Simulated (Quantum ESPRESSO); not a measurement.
## CaHf (Pm-3m): phonons by linear response

How does CaHf (Pm-3m) vibrate, and is this structure a minimum?

Calculated with Quantum ESPRESSO 7.5; DFT LDA, scalar-relativistic, plane waves, PseudoDojo norm-conserving pseudopotentials.

The structure was built from a prototype and need not be the compound's stable phase.

### Step 1. The structure

It takes space group Pm-3m (No. 221, cubic). Conventional cell: a = 3.938 Å, b = 3.938 Å, c = 3.938 Å, α = 90.00°, β = 90.00°, γ = 90.00°. Nearest to Ca lie 8 Hf at 3.41 Å. Hf has 8 Ca at 3.41 Å nearest. Farther neighbours are not listed.

### Step 2. A probe with smearing

Before anything dear is run, a loose run with smearing shows whether this is a metal and how far the cell is from rest.

The input, probe.in:

```
 &control
    calculation='scf',
    prefix='x',
    outdir='./tmp',
    pseudo_dir='./pseudo',
    tprnfor=.true.,
    tstress=.true.,
    verbosity='high',
 /
 &system
    ibrav=1,
    celldm(1)=7.44235519,
    nat=2,
    ntyp=2,
    ecutwfc=60.0,
    occupations='smearing',
    smearing='gaussian',
    degauss=0.01,
 /
 &electrons
    conv_thr=1.0d-07,
    mixing_beta=0.7,
    electron_maxstep=100,
 /
ATOMIC_SPECIES
 Ca     40.0780  Ca.upf
 Hf    178.4900  Hf.upf
ATOMIC_POSITIONS crystal
 Ca     0.000000000   0.000000000   0.000000000
 Hf     0.500000000   0.500000000   0.500000000
K_POINTS automatic
 4 4 4 0 0 0
```

Run with:

```console
> OMP_NUM_THREADS=1 mpirun -n 4 pw.x -nk 4 -in probe.in > probe.out
```

The program printed:

```text
[banners, grids, parts of the stress and lines that vanish by symmetry left out]
Program PWSCF v.7.5
     bravais-lattice index     =            1
     lattice parameter (alat)  =       7.4424  a.u.
[...]
kinetic-energy cutoff     =      60.0000  Ry
     charge density cutoff     =     240.0000  Ry
     scf convergence threshold =      1.0E-07
[...]
Exchange-correlation= SLA  PW   NOGX NOGC
                           (   1   4   0   0   0   0   0)
[...]
48 Sym. Ops., with inversion, found
[...]
(     0          1          0      )
                  (     0          0          1      )
[...]
(  0.0000000  1.0000000  0.0000000 )
                  (  0.0000000  0.0000000  1.0000000 )
[...]
(     0         -1          0      )
                  (     0          0          1      )
[...]
(  0.0000000 -1.0000000  0.0000000 )
[...]
(     0          0          1      )
                  (     1          0          0      )
[...]
( -1.0000000  0.0000000  0.0000000 )
                  (  0.0000000  1.0000000  0.0000000 )
[...]
number of k points=    10  Gaussian smearing, width (Ry)=  0.0100
[...]
End of self-consistent calculation
[...]
the Fermi energy is     8.3557 ev
!    total energy              =    -190.11095812 Ry
[...]
convergence has been achieved in   9 iterations
[...]
atom    1 type  1   force =     0.00000000    0.00000000    0.00000000
     atom    2 type  2   force =     0.00000000    0.00000000    0.00000000
[...]
Total force =     0.000000     Total SCF correction =     0.000000
[...]
total   stress  (Ry/bohr**3)                   (kbar)     P=      -70.13
[...]
XML data file, charge density, pseudopotentials, collected wavefunctions

   JOB DONE.
```

Run time: 3.8 s. Hardware: 4 MPI ranks of Arm Neoverse V1, shared host; 15 s of CPU time.

Numbers from this step:

```
volume per atom   : 30.54 Å³
pressure          : -7.013 GPa
gap on the k-mesh : 0 eV
```

No gap opens on this mesh, so smearing is kept; the start stands at -7.0 GPa.

### Step 3. Relaxing the cell and atoms

The harmonic expansion starts where the forces on the atoms vanish, and stress shifts the frequencies, so cell and atoms are relaxed with tight thresholds.

The input, relax.in:

```
 &control
    calculation='vc-relax',
    prefix='x',
    outdir='./tmp',
    pseudo_dir='./pseudo',
    tprnfor=.true.,
    tstress=.true.,
    forc_conv_thr=2.0d-05,
    etot_conv_thr=1.0d-07,
    nstep=40,
 /
 &system
    ibrav=1,
    celldm(1)=7.44235519,
    nat=2,
    ntyp=2,
    ecutwfc=60.0,
    occupations='smearing',
    smearing='gaussian',
    degauss=0.02,
 /
 &electrons
    conv_thr=1.0d-11,
    mixing_beta=0.7,
    electron_maxstep=100,
 /
 &ions
 /
 &cell
    press_conv_thr=0.2,
 /
ATOMIC_SPECIES
 Ca     40.0780  Ca.upf
 Hf    178.4900  Hf.upf
ATOMIC_POSITIONS crystal
 Ca     0.000000000   0.000000000   0.000000000
 Hf     0.500000000   0.500000000   0.500000000
K_POINTS automatic
 8 8 8 0 0 0
```

Run with:

```console
> OMP_NUM_THREADS=1 mpirun -n 4 pw.x -nk 4 -in relax.in > relax.out
```

The program printed:

```text
[banners, grids, parts of the stress and lines that vanish by symmetry left out]
[banner, memory and clock lines left out]
Program PWSCF v.7.5

[...]
kinetic-energy cutoff     =      60.0000  Ry
     charge density cutoff     =     240.0000  Ry
     scf convergence threshold =      1.0E-11
[...]
energy convergence thresh.=      1.0E-07
     force convergence thresh. =      2.0E-05
     press convergence thresh. =      2.0E-01
     Exchange-correlation= SLA  PW   NOGX NOGC
                           (   1   4   0   0   0   0   0)
[...]
48 Sym. Ops., with inversion, found
[...]
number of k points=    35  Gaussian smearing, width (Ry)=  0.0200
[...]
c_bands:  1 eigenvalues not converged
     c_bands:  1 eigenvalues not converged
[...]
End of self-consistent calculation
[...]
the Fermi energy is     8.3986 ev
!    total energy              =    -190.11603166 Ry
[...]
convergence has been achieved in  12 iterations
[...]
atom    1 type  1   force =     0.00000000    0.00000000    0.00000000
     atom    2 type  2   force =     0.00000000    0.00000000    0.00000000
     Total force =     0.000000     Total SCF correction =     0.000000
[...]
total   stress  (Ry/bohr**3)                   (kbar)     P=      -69.35
[...]
number of bfgs steps    =   0
[...]
CELL_PARAMETERS (alat=  7.44235519)
[...]
ATOMIC_POSITIONS (crystal)
Ca               0.0000000000        0.0000000000        0.0000000000
Hf               0.5000000000        0.5000000000        0.5000000000
[...]
New effective cutoffs (rho, wfc):  245.23   61.43
[...]
End of self-consistent calculation
[...]
the Fermi energy is     8.7887 ev
!    total energy              =    -190.12235248 Ry
[...]
convergence has been achieved in  16 iterations
[...]
atom    1 type  1   force =     0.00000000    0.00000000    0.00000000
     atom    2 type  2   force =     0.00000000    0.00000000    0.00000000
     Total force =     0.000000     Total SCF correction =     0.000000
[...]
total   stress  (Ry/bohr**3)                   (kbar)     P=      -59.47
[...]
number of bfgs steps    =   1
[...]
WARNING: bfgs curvature condition failed, Theta= 0.955
[...]
CELL_PARAMETERS (alat=  7.44235519)
[...]
ATOMIC_POSITIONS (crystal)
Ca               0.0000000000        0.0000000000        0.0000000000
Hf               0.5000000000        0.5000000000        0.5000000000
[...]
New effective cutoffs (rho, wfc):  254.25   63.69
[...]
End of self-consistent calculation
[...]
the Fermi energy is     9.4070 ev
!    total energy              =    -190.12960083 Ry
[...]
convergence has been achieved in  22 iterations
[...]
atom    1 type  1   force =     0.00000000    0.00000000    0.00000000
     atom    2 type  2   force =     0.00000000    0.00000000    0.00000000
     Total force =     0.000000     Total SCF correction =     0.000000
[...]
total   stress  (Ry/bohr**3)                   (kbar)     P=      -41.42
[...]
number of bfgs steps    =   2
[...]
CELL_PARAMETERS (alat=  7.44235519)
[...]
ATOMIC_POSITIONS (crystal)
[...]
New effective cutoffs (rho, wfc):  268.73   67.32
[...]
number of bfgs steps    =   3
[...]
CELL_PARAMETERS (alat=  7.44235519)
[...]
ATOMIC_POSITIONS (crystal)
[...]
New effective cutoffs (rho, wfc):  270.87   67.86
[...]
End of self-consistent calculation
[...]
the Fermi energy is    10.5628 ev
!    total energy              =    -190.13468924 Ry
[...]
convergence has been achieved in  10 iterations
[...]
atom    1 type  1   force =     0.00000000    0.00000000    0.00000000
     atom    2 type  2   force =     0.00000000    0.00000000    0.00000000
     Total force =     0.000000     Total SCF correction =     0.000000
[...]
total   stress  (Ry/bohr**3)                   (kbar)     P=        0.69
[...]
number of bfgs steps    =   4
[...]
CELL_PARAMETERS (alat=  7.44235519)
[...]
ATOMIC_POSITIONS (crystal)
[...]
New effective cutoffs (rho, wfc):  270.63   67.80
[...]
End of self-consistent calculation
[...]
the Fermi energy is    10.5458 ev
!    total energy              =    -190.13469030 Ry
[...]
convergence has been achieved in   9 iterations
[...]
atom    1 type  1   force =     0.00000000    0.00000000    0.00000000
     atom    2 type  2   force =     0.00000000    0.00000000    0.00000000
     Total force =     0.000000     Total SCF correction =     0.000000
[...]
total   stress  (Ry/bohr**3)                   (kbar)     P=       -0.01
[...]
number of bfgs steps    =   5
[...]
small trust_radius: resetting bfgs history
[...]
CELL_PARAMETERS (alat=  7.44235519)
[...]
ATOMIC_POSITIONS (crystal)
[...]
New effective cutoffs (rho, wfc):  270.63   67.80
[...]
End of self-consistent calculation
[...]
the Fermi energy is    10.5459 ev
!    total energy              =    -190.13469030 Ry
[...]
convergence has been achieved in   2 iterations
[...]
atom    1 type  1   force =     0.00000000    0.00000000    0.00000000
     atom    2 type  2   force =     0.00000000    0.00000000    0.00000000
     Total force =     0.000000     Total SCF correction =     0.000000
[...]
total   stress  (Ry/bohr**3)                   (kbar)     P=       -0.01
[...]
bfgs converged in   7 scf cycles and   6 bfgs steps
[...]
End of BFGS Geometry Optimization
     Final enthalpy           =    -190.1346903033 Ry
     File ./tmp/x.bfgs deleted, as requested
[...]
CELL_PARAMETERS (alat=  7.44235519)
[...]
ATOMIC_POSITIONS (crystal)
Ca               0.0000000000        0.0000000000        0.0000000000
Hf               0.5000000000        0.5000000000        0.5000000000
[...]
Final scf calculation at the relaxed structure.
[...]
kinetic-energy cutoff     =      60.0000  Ry
     charge density cutoff     =     240.0000  Ry
     scf convergence threshold =      1.0E-13
[...]
press convergence thresh. =      2.0E-01
     Exchange-correlation= SLA  PW   NOGX NOGC
                           (   1   4   0   0   0   0   0)
[...]
48 Sym. Ops., with inversion, found
[...]
number of k points=    35  Gaussian smearing, width (Ry)=  0.0200
[...]
c_bands:  1 eigenvalues not converged
     c_bands:  5 eigenvalues not converged
[...]
c_bands:  5 eigenvalues not converged
     c_bands:  2 eigenvalues not converged
[...]
End of self-consistent calculation
[...]
the Fermi energy is    10.5459 ev
!    total energy              =    -190.13443775 Ry
[...]
convergence has been achieved in  18 iterations
[...]
atom    1 type  1   force =     0.00000000    0.00000000    0.00000000
     atom    2 type  2   force =     0.00000000    0.00000000    0.00000000
     Total force =     0.000000     Total SCF correction =     0.000000
[...]
total   stress  (Ry/bohr**3)                   (kbar)     P=       -1.07
[...]
XML data file, charge density, pseudopotentials, collected wavefunctions
```

Elapsed: 80 s, on 4 MPI ranks; 5.3 min of CPU time.

The steps of the relaxation:

| step | energy less that of the first step (eV) | largest force (eV/Å) | pressure (GPa) | volume (Å³) |
| --- | --- | --- | --- | --- |
| 1 | 0.0000 | 0.0000 | -6.93 | 61.09 |
| 2 | -0.0860 | 0.0000 | -5.95 | 58.95 |
| 3 | -0.1846 | 0.0000 | -4.14 | 55.84 |
| 4 | -0.2529 | 0.0000 | -0.54 | 51.39 |
| 5 | -0.2538 | 0.0000 | 0.07 | 50.78 |
| 6 | -0.2539 | 0.0000 | 0.00 | 50.85 |
| 7 | -0.2539 | 0.0000 | 0.00 | 50.85 |
| 8 | -0.2504 | 0.0000 | -0.11 | 50.85 |

```
conventional cell, symmetrised  before  after   change
                         a (Å)   3.938  3.705   -5.9 %
                         b (Å)   3.938  3.705   -5.9 %
                         c (Å)   3.938  3.705   -5.9 %
              volume (Å³/atom)   30.54  25.42  -16.8 %
```

Final coordinates:

```cif
data_structure
_symmetry_space_group_name_H-M 'P 1'
_symmetry_Int_Tables_number 1
_cell_length_a 3.7048
_cell_length_b 3.7048
_cell_length_c 3.7048
_cell_angle_alpha 90.000
_cell_angle_beta 90.000
_cell_angle_gamma 90.000
_cell_volume 50.85
loop_
_atom_site_label
_atom_site_type_symbol
_atom_site_fract_x
_atom_site_fract_y
_atom_site_fract_z
_atom_site_occupancy
Ca1 Ca 0.00000 0.00000 0.00000 1
Hf2 Hf 0.50000 0.50000 0.50000 1
```

The last row of the table of steps is pw.x's closing run on a basis chosen anew for the final cell, so its energy can jump.

Read from the output:

| Property | Result |
| --- | --- |
| volume per atom | 25.42 Å³ |
| pressure | -0.1070 GPa |

The volume changes by -16.8 % from the cell with which this run began.

### Step 4. Relaxation

A variable-cell run keeps the plane waves of its start, so its end shows a stress on a fresh basis; a second run from that cell removes it.

relax.in, as its differences from that of step 3:

```diff
@@ -13,3 +13,3 @@
     ibrav=1,
-    celldm(1)=7.44235519,
+    celldm(1)=7.00102048,
     nat=2,
```

The program printed:

```text
[banners, grids, parts of the stress and lines that vanish by symmetry left out]
[banner, memory and clock lines left out]
Program PWSCF v.7.5

[...]
kinetic-energy cutoff     =      60.0000  Ry
     charge density cutoff     =     240.0000  Ry
     scf convergence threshold =      1.0E-11
[...]
energy convergence thresh.=      1.0E-07
     force convergence thresh. =      2.0E-05
     press convergence thresh. =      2.0E-01
     Exchange-correlation= SLA  PW   NOGX NOGC
                           (   1   4   0   0   0   0   0)
[...]
48 Sym. Ops., with inversion, found
[...]
number of k points=    35  Gaussian smearing, width (Ry)=  0.0200
[...]
c_bands:  1 eigenvalues not converged
[...]
End of self-consistent calculation
[...]
the Fermi energy is    10.5459 ev
!    total energy              =    -190.13443775 Ry
[...]
convergence has been achieved in  12 iterations
[...]
atom    1 type  1   force =     0.00000000    0.00000000    0.00000000
     atom    2 type  2   force =     0.00000000    0.00000000    0.00000000
     Total force =     0.000000     Total SCF correction =     0.000000
[...]
total   stress  (Ry/bohr**3)                   (kbar)     P=       -1.07
[...]
number of bfgs steps    =   0
[...]
CELL_PARAMETERS (alat=  7.00102048)
[...]
ATOMIC_POSITIONS (crystal)
Ca               0.0000000000        0.0000000000        0.0000000000
Hf               0.5000000000        0.5000000000        0.5000000000
[...]
New effective cutoffs (rho, wfc):  239.30   60.00
[...]
End of self-consistent calculation
[...]
the Fermi energy is    10.5528 ev
!    total energy              =    -190.13443892 Ry
[...]
convergence has been achieved in   6 iterations
[...]
atom    1 type  1   force =     0.00000000    0.00000000    0.00000000
     atom    2 type  2   force =     0.00000000    0.00000000    0.00000000
     Total force =     0.000000     Total SCF correction =     0.000000
[...]
total   stress  (Ry/bohr**3)                   (kbar)     P=       -0.78
[...]
number of bfgs steps    =   1
[...]
CELL_PARAMETERS (alat=  7.00102048)
[...]
ATOMIC_POSITIONS (crystal)
Ca               0.0000000000        0.0000000000        0.0000000000
Hf               0.5000000000        0.5000000000        0.5000000000
[...]
New effective cutoffs (rho, wfc):  239.43   60.04
[...]
End of self-consistent calculation
[...]
the Fermi energy is    10.5631 ev
!    total energy              =    -190.13443999 Ry
[...]
convergence has been achieved in   8 iterations
[...]
atom    1 type  1   force =     0.00000000    0.00000000    0.00000000
     atom    2 type  2   force =     0.00000000    0.00000000    0.00000000
     Total force =     0.000000     Total SCF correction =     0.000000
[...]
total   stress  (Ry/bohr**3)                   (kbar)     P=       -0.35
[...]
number of bfgs steps    =   2
[...]
CELL_PARAMETERS (alat=  7.00102048)
[...]
ATOMIC_POSITIONS (crystal)
[...]
New effective cutoffs (rho, wfc):  239.54   60.06
[...]
End of self-consistent calculation
[...]
the Fermi energy is    10.5713 ev
!    total energy              =    -190.13444025 Ry
[...]
convergence has been achieved in   7 iterations
[...]
atom    1 type  1   force =     0.00000000    0.00000000    0.00000000
     atom    2 type  2   force =     0.00000000    0.00000000    0.00000000
     Total force =     0.000000     Total SCF correction =     0.000000
[...]
total   stress  (Ry/bohr**3)                   (kbar)     P=        0.00
[...]
number of bfgs steps    =   3
[...]
small trust_radius: resetting bfgs history
[...]
CELL_PARAMETERS (alat=  7.00102048)
[...]
ATOMIC_POSITIONS (crystal)
[...]
New effective cutoffs (rho, wfc):  239.54   60.06
[...]
End of self-consistent calculation
[...]
the Fermi energy is    10.5713 ev
!    total energy              =    -190.13444025 Ry
[...]
convergence has been achieved in   1 iterations
[...]
atom    1 type  1   force =     0.00000000    0.00000000    0.00000000
     atom    2 type  2   force =     0.00000000    0.00000000    0.00000000
     Total force =     0.000000     Total SCF correction =     0.000000
[...]
total   stress  (Ry/bohr**3)                   (kbar)     P=        0.00
[...]
bfgs converged in   5 scf cycles and   4 bfgs steps
[...]
End of BFGS Geometry Optimization
     Final enthalpy           =    -190.1344402506 Ry
     File ./tmp/x.bfgs deleted, as requested
[...]
CELL_PARAMETERS (alat=  7.00102048)
[...]
ATOMIC_POSITIONS (crystal)
Ca               0.0000000000        0.0000000000        0.0000000000
Hf               0.5000000000        0.5000000000        0.5000000000
[...]
Final scf calculation at the relaxed structure.
[...]
kinetic-energy cutoff     =      60.0000  Ry
     charge density cutoff     =     240.0000  Ry
     scf convergence threshold =      1.0E-13
[...]
press convergence thresh. =      2.0E-01
     Exchange-correlation= SLA  PW   NOGX NOGC
                           (   1   4   0   0   0   0   0)
[...]
48 Sym. Ops., with inversion, found
[...]
number of k points=    35  Gaussian smearing, width (Ry)=  0.0200
[...]
c_bands:  4 eigenvalues not converged
     c_bands:  4 eigenvalues not converged
     c_bands:  5 eigenvalues not converged
[...]
c_bands:  5 eigenvalues not converged
     c_bands:  3 eigenvalues not converged
[...]
End of self-consistent calculation
[...]
the Fermi energy is    10.5713 ev
!    total energy              =    -190.13443545 Ry
[...]
convergence has been achieved in  14 iterations
[...]
atom    1 type  1   force =     0.00000000    0.00000000    0.00000000
     atom    2 type  2   force =     0.00000000    0.00000000    0.00000000
     Total force =     0.000000     Total SCF correction =     0.000000
[...]
total   stress  (Ry/bohr**3)                   (kbar)     P=       -0.02
[...]
XML data file, charge density, pseudopotentials, collected wavefunctions
```

Wall time 37 s (4 MPI ranks); 2.4 min of CPU time.

Little changed from the start: no atom moved by 0.005 Å and no cell edge by 0.1 %.

The last row of the table of steps is pw.x's closing run on a basis chosen anew for the final cell, so its energy can jump.

Numbers from this step:

```yaml
volume_per_atom: 25.37 Å³
pressure: -0.002 GPa
```

The volume changes by -0.2 % from the cell with which this run began.

### Step 5. Ground state

Perturbation theory inherits every error of the wavefunctions, so the threshold is set near the limit of the arithmetic. Smearing stays on, as the first look found no gap above 0.3 eV.

The input, scf.in:

```
 &control
    calculation='scf',
    prefix='x',
    outdir='./tmp',
    pseudo_dir='./pseudo',
    tprnfor=.true.,
    tstress=.true.,
 /
 &system
    ibrav=1,
    celldm(1)=6.99633127,
    nat=2,
    ntyp=2,
    ecutwfc=60.0,
    occupations='smearing',
    smearing='gaussian',
    degauss=0.02,
 /
 &electrons
    conv_thr=1.0d-12,
    mixing_beta=0.7,
    electron_maxstep=100,
 /
ATOMIC_SPECIES
 Ca     40.0780  Ca.upf
 Hf    178.4900  Hf.upf
ATOMIC_POSITIONS crystal
 Ca     0.000000000   0.000000000   0.000000000
 Hf     0.500000000   0.500000000   0.500000000
K_POINTS automatic
 8 8 8 0 0 0
```

Run with:

```console
> OMP_NUM_THREADS=1 mpirun -n 4 pw.x -nk 4 -in scf.in > scf.out
```

The program printed:

```text
[banners, grids, parts of the stress and lines that vanish by symmetry left out]
[banner, memory and clock lines left out]
Program PWSCF v.7.5

[...]
kinetic-energy cutoff     =      60.0000  Ry
     charge density cutoff     =     240.0000  Ry
     scf convergence threshold =      1.0E-12
[...]
Exchange-correlation= SLA  PW   NOGX NOGC
                           (   1   4   0   0   0   0   0)
[...]
48 Sym. Ops., with inversion, found
[...]
number of k points=    35  Gaussian smearing, width (Ry)=  0.0200
[...]
End of self-consistent calculation
[...]
the Fermi energy is    10.5713 ev
!    total energy              =    -190.13443545 Ry
[...]
convergence has been achieved in  14 iterations
[...]
atom    1 type  1   force =     0.00000000    0.00000000    0.00000000
     atom    2 type  2   force =     0.00000000    0.00000000    0.00000000
     Total force =     0.000000     Total SCF correction =     0.000000
[...]
total   stress  (Ry/bohr**3)                   (kbar)     P=       -0.02
[...]
XML data file, charge density, pseudopotentials, collected wavefunctions
```

It took 11 s on 4 MPI ranks; 44 s of CPU time.

The cell stands at -0.002 GPa, close enough for phonons.

(Continued in part 2 of 3.)

[Host names and launcher messages were left out of these logs when they were recorded.]

[Logs are printed without paths, hosts, clocks, repeated set-up lines and the standing remarks that a program may print on its own settings, such as how far it seeks lower states.]

[Hosts, paths, dates, database ids (printed as entryN), source tags and the programs' standing remarks are cut or masked in the printed files.]
